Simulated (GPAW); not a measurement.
# Dielectric function and optical constants of AlN, part 2 of 2

Aim: the dielectric function of AlN, and the optical constants that follow from it. The cell comes from an older database entry, whose edges can differ from later determinations, mostly by under a per cent.

GPAW 26.7.0; DFT, LDA, plane-wave PAW (GPAW data sets), scalar-relativistic, RPA, optical limit.

So far. Step 2 (Ground state): There is a gap, 4.18 eV on this mesh (points off the mesh can give less), so no carriers' term is needed.

The database entry behind the starting cell differs from later determinations by our own check (inner coordinate u about 0.002 short), so it need not match the best structure at ambient conditions.

## Step 4: Dielectric function, RPA

Transitions between filled and empty bands, summed over the zone, give the optical response, so mesh, band count and broadening shape it.

The induced potential is part of this response.

This step: DFT, LDA, plane-wave PAW (GPAW data sets), scalar-relativistic, RPA, optical limit (GPAW 26.7.0).

File df.py:

```python
from gpaw.response.df import DielectricFunction

df = DielectricFunction('full.gpw', frequencies={'type': 'nonlinear', 'domega0': 0.03, 'omega2': 8},
                        ecut=80,
                        eta=0.15,
                        nbands=30,
                        txt='df.txt')
for direction in ['x', 'z']:
    df.get_dielectric_function(xc='RPA', direction=direction, filename=f'df_{direction}.csv')
```

Launch:

```sh
> OMP_NUM_THREADS=1 python df.py
```

Numbers of over 12 decimals in the logs are rounded to 6 here.

The program printed:

```text
Using integrator: PointIntegrator
NonLinearFrequencyDescriptor(from 0.000 to 47.253 eV, 458 points)
Nonperiodic BCs:  [False False False]
Using integrator: PointIntegrator
NonLinearFrequencyDescriptor(from 0.000 to 47.253 eV, 458 points)
Nonperiodic BCs:  [False False False]

Calculating chi0 body with:
    Ground state adapter containing:
    Number of spins: 1
    Number of kpoints: 864
    Number of irreducible kpoints: 100
    Number of completely occupied states: 8
    Number of partially occupied states: 8

    Linear response parametrization:
    q_c: [0.0, 0.0, 0.0]
    Number of frequency points: 458
    Planewave cutoff: 80.0
    Number of bands: 30
    Number of planewaves: 67
    Broadening (eta): 0.15

Integrating chi0 body.

Symmetries of q_c:
    Direct symmetries (Uq -> q): 6
    Indirect symmetries (TUq -> q): 6
In total 12 allowed symmetries.

100 groups of equivalent kpoints. 88.425926% reduction.

Integral kind: spectral function

Calculating chi0 optical extensions with:
    Ground state adapter containing:
    Number of spins: 1
    Number of kpoints: 864
    Number of irreducible kpoints: 100
    Number of completely occupied states: 8
    Number of partially occupied states: 8

    Linear response parametrization:
    Number of frequency points: 458
    Planewave cutoff: 80.0
    Number of bands: 30
    Number of planewaves: 67
    Broadening (eta): 0.15
Integrating chi0 head and wings.

Symmetries of q_c:
    Direct symmetries (Uq -> q): 6
    Indirect symmetries (TUq -> q): 6
In total 12 allowed symmetries.

100 groups of equivalent kpoints. 88.425926% reduction.

Integral kind: spectral function wings
```

The job ended after 13 s (1 thread of Arm Neoverse V1, shared host; peak memory 0.31 GiB).

Numbers from this step:

| Property | Result |
| --- | --- |
| electronic dielectric constant ε∞, mean over x, y and z (by symmetry where fewer were run) | 4.373 |
| main peak of Im epsilon, first axis | 7.823 eV |

Some rows of df_x.csv (energy; Re and Im without local fields; Re and Im with them):

```text
0.000000, 4.642725, -0.000000, 4.314539, 0.000000
0.429336, 4.652261, 0.006698, 4.323070, 0.005993
0.878195, 4.683071, 0.014013, 4.350641, 0.012540
1.347938, 4.739738, 0.022414, 4.401365, 0.020068
1.840057, 4.829363, 0.032650, 4.481640, 0.029258
2.356191, 4.963426, 0.046059, 4.601850, 0.041333
2.898142, 5.161947, 0.065431, 4.780215, 0.058878
3.467895, 5.465133, 0.098455, 5.053740, 0.089141
4.067647, 5.985187, 0.194122, 5.528019, 0.179774
4.699832, 6.799609, 0.660595, 6.265516, 0.626868
5.367152, 7.015294, 1.287138, 6.355219, 1.238792
6.072622, 8.177110, 3.119386, 7.333584, 2.842843
6.819608, 7.540494, 6.524125, 6.777524, 5.685524
7.611886, 4.903167, 9.009358, 4.879196, 7.833939
8.453705, 1.454983, 7.758824, 1.769613, 7.026670
9.349861, 1.432279, 4.680811, 0.960335, 4.269844
10.305790, 1.829539, 4.880007, 1.180743, 3.768454
11.327680, 0.681405, 5.248642, 1.159124, 3.823189
12.422601, -1.511459, 5.173262, 0.158574, 4.632720
13.598673, -2.008945, 3.194956, -0.894013, 3.536498
14.865263, -1.968043, 1.704463, -1.717398, 2.350260
```

The Im ε has structure finer than the step of the table below, so its rows give means over 0.5 eV, whole bins alone (the curve runs from 0 to 15.0 eV). Peaks (eV: height): E ∥ x 7.85: 8.38, 8.45: 7.03, 12.42: 4.63; E ∥ z 6.87: 8.75, 9.35: 5.94, 12.10: 4.92.

Values under the direct gap are tails of Lorentzian lines. Im ε against photon energy; means over each step:

```
photon energy (eV)    E ∥ x    E ∥ z
               0.5  0.00701  0.00801
               1.0   0.0144   0.0165
               1.5   0.0228   0.0262
               2.0   0.0328   0.0380
               2.5   0.0456   0.0534
               3.0   0.0635   0.0759
               3.5   0.0928    0.117
               4.0    0.173    0.273
               4.5    0.442    0.707
               5.0    0.987    0.843
               5.5     1.30     1.75
               6.0     2.58     3.97
               6.5     4.38     7.01
               7.0     6.00     8.38
               7.5     7.27     6.90
               8.0     7.20     4.86
               8.5     6.39     3.65
               9.0     4.71     3.90
               9.5     4.13     5.44
              10.0     3.91     4.87
              10.5     4.05     4.21
              11.0     3.79     3.20
              11.5     3.90     4.20
              12.0     4.10     4.78
              12.5     4.36     4.13
              13.0     4.11     4.06
              13.5     3.48     3.06
              14.0     3.09     2.64
              14.5     3.01     2.51
```

Re ε against photon energy:

```
photon energy (eV)   E ∥ x   E ∥ z
               0.0    4.31    4.49
               0.5    4.33    4.50
               1.0    4.36    4.54
               1.5    4.42    4.61
               2.0    4.51    4.72
               2.5    4.64    4.87
               3.0    4.82    5.08
               3.5    5.07    5.38
               4.0    5.46    5.88
               4.5    5.92    6.50
               5.0    6.35    6.92
               5.5    6.74    7.73
               6.0    7.48    8.46
               6.5    8.19    8.58
               7.0    6.46    3.86
               7.5    5.54    1.90
               8.0    1.58   0.363
               8.5    1.28    1.61
               9.0   0.301    3.01
               9.5   0.985    1.58
              10.0    1.12    1.05
              10.5    1.51   0.250
              11.0   0.580   0.837
              11.5    1.04    1.58
              12.0   0.873   0.522
              12.5  -0.117  -0.727
              13.0  -0.495  -0.609
              13.5  -0.729   -1.25
              14.0  -0.920  -0.930
              14.5   -1.28   -1.09
```

The loss function −Im 1/ε at q → 0 has structure finer than the step of the table below, so its rows give means over 0.5 eV, whole bins alone (the curve runs from 0 to 15.0 eV). Peaks (eV: height): E ∥ x 10.31: 0.242, 11.03: 0.275, 14.22: 0.304; E ∥ z 8.15: 0.247, 10.95: 0.308, 12.75: 0.274.

Values under the direct gap are tails of Lorentzian lines. Loss function −Im 1/ε at q → 0 against energy loss; means over each step:

```
energy loss (eV)    E ∥ x    E ∥ z
             0.5   3.7e-4   3.9e-4
             1.0   7.6e-4   8.0e-4
             1.5  0.00116  0.00123
             2.0  0.00161  0.00170
             2.5  0.00211  0.00225
             3.0  0.00272  0.00293
             3.5  0.00359  0.00399
             4.0  0.00571  0.00782
             4.5   0.0122   0.0173
             5.0   0.0233   0.0171
             5.5   0.0270   0.0267
             6.0   0.0402   0.0444
             6.5   0.0529   0.0597
             7.0   0.0781   0.0978
             7.5   0.0886    0.137
             8.0    0.129    0.205
             8.5    0.149    0.224
             9.0    0.211    0.165
             9.5    0.228    0.165
            10.0    0.237    0.196
            10.5    0.223    0.239
            11.0    0.255    0.287
            11.5    0.239    0.211
            12.0    0.234    0.206
            12.5    0.229    0.240
            13.0    0.238    0.235
            13.5    0.271    0.280
            14.0    0.296    0.334
            14.5    0.279    0.335
```

Table of refractive index n and extinction k by photon energy:

```
photon energy (eV)  n, E ∥ x  k, E ∥ x  n, E ∥ z  k, E ∥ z
               0.0      2.08         0      2.12         0
               0.5      2.08   0.00168      2.12   0.00188
               1.0      2.09   0.00345      2.13   0.00387
               1.5      2.10   0.00540      2.15   0.00608
               2.0      2.12   0.00769      2.17   0.00871
               2.5      2.15    0.0105      2.21    0.0120
               3.0      2.20    0.0144      2.25    0.0167
               3.5      2.25    0.0203      2.32    0.0246
               4.0      2.34    0.0341      2.42    0.0520
               4.5      2.43    0.0802      2.55     0.134
               5.0      2.52     0.170      2.63     0.129
               5.5      2.61     0.220      2.79     0.277
               6.0      2.78     0.510      3.01     0.761
               6.5      2.95     0.731      3.16      1.18
               7.0      2.77      1.10      2.57      1.66
               7.5      2.72      1.36      2.15      1.66
               8.0      2.12      1.70      1.63      1.52
               8.5      2.05      1.71      1.68      1.09
               9.0      1.57      1.47      1.95     0.901
               9.5      1.61      1.27      1.90      1.43
              10.0      1.60      1.20      1.71      1.37
              10.5      1.69      1.16      1.48      1.39
              11.0      1.45      1.24      1.42      1.08
              11.5      1.59      1.22      1.74      1.20
              12.0      1.58      1.27      1.64      1.47
              12.5      1.48      1.52      1.33      1.58
              13.0      1.39      1.56      1.39      1.59
              13.5      1.20      1.48      1.03      1.52
              14.0      1.07      1.44     0.959      1.36
              14.5      1.03      1.53     0.926      1.39
```

The reflectivity at normal incidence has structure finer than the step of the table below, so its rows give means over 0.5 eV, whole bins alone (the curve runs from 0 to 15.0 eV). Peaks (eV: height): E ∥ x 7.91: 34.2, 8.58: 33.5, 10.81: 26.3; E ∥ z 6.93: 33.8, 10.31: 29.3, 12.50: 32.8, 13.25: 38.1, 14.68: 36.6.

The reflectivity at normal incidence by photon energy; means over each step:

```
photon energy (eV)  E ∥ x (%)  E ∥ z (%)
               0.5       12.3       12.9
               1.0       12.4       13.1
               1.5       12.6       13.3
               2.0       13.0       13.7
               2.5       13.4       14.2
               3.0       14.0       14.9
               3.5       14.8       15.8
               4.0       16.1       17.3
               4.5       17.6       18.8
               5.0       19.1       20.4
               5.5       20.4       23.3
               6.0       23.5       27.1
               6.5       26.7       31.6
               7.0       27.9       33.4
               7.5       30.4       31.8
               8.0       31.8       27.4
               8.5       31.2       19.6
               9.0       27.6       19.6
               9.5       23.6       26.9
              10.0       22.3       26.6
              10.5       22.3       27.2
              11.0       23.2       20.0
              11.5       22.5       22.5
              12.0       24.1       28.5
              12.5       28.7       31.4
              13.0       31.3       32.9
              13.5       32.4       36.2
              14.0       33.0       33.0
              14.5       36.5       34.7
```

At chosen wavelengths:

```
wavelength (nm)   n x    k x  R (%) x   1/α x   n z    k z  R (%) z   1/α z
           1550  2.08  0.003     12.4   45 µm  2.13  0.003     13.0   40 µm
            633  2.12  0.007     12.9  6.7 µm  2.17  0.008     13.6  5.9 µm
            532  2.14  0.009     13.2  4.5 µm  2.19  0.011     14.0  3.9 µm
            450  2.17  0.012     13.7  2.9 µm  2.23  0.014     14.5  2.5 µm
            365  2.24  0.019     14.6  1.5 µm  2.30  0.022     15.6  1.3 µm
            308  2.34  0.035     16.1  691 nm  2.43  0.056     17.4  440 nm
            193  2.92  0.653     26.1   24 nm  3.18  1.012     31.2   15 nm
```

Below the direct gap, k and the depth come from the tails of the Lorentzian lines, not from transitions.

Rows near the edge hang on the gap, which this functional as a rule makes too small, and phonon-assisted absorption is left out.

At 1064 nm the birefringence n(z) − n(x) is +0.044: the crystal is uniaxial positive at this level.

## Step 5: Outcome

| Item | Value |
| --- | --- |
| electronic dielectric constant ε∞, mean over x, y and z (by symmetry where fewer were run) (RPA) | 4.37 |
| main peak of Im epsilon, first axis | 7.82 eV |

What this shows: At this level (LDA, RPA) AlN has a mean ε∞ = 4.37 and n = 2.08 at 1550 nm (E ∥ x), and Im ε peaks at 7.8 eV (E ∥ x). On the mesh the gap is 4.18 eV and the least direct gap 4.18 eV. Local fields change the static value along x from 4.64 to 4.31 (-7 %). Distinct maxima of Im ε, read by a parabola through the highest points, lie at 7.82 eV (8.4), 8.48 eV (7.0), 10.72 eV (4.6) and 12.39 eV (4.6) for E ∥ x. The static values by axis are 4.31 (x), 4.49 (z). At 1064 nm the birefringence n(z) − n(x) is +0.044: the crystal is uniaxial positive at this level. Excitons and phonon-assisted transitions are missing; LDA gaps are as a rule too small, which pulls the onset down and ε∞ up. The sum runs over mesh points, so small or evenly spaced maxima can still be ripples of the mesh.

[Machine, clock and banner lines and Python warnings are left out of the logs.]

[Logs are printed without paths, hosts, clocks, repeated set-up lines and the standing remarks that a program may print on its own settings, such as how far it seeks lower states.]

[Hosts, paths, dates, database ids (printed as entryN), source tags and the programs' standing remarks are cut or masked in the printed files.]
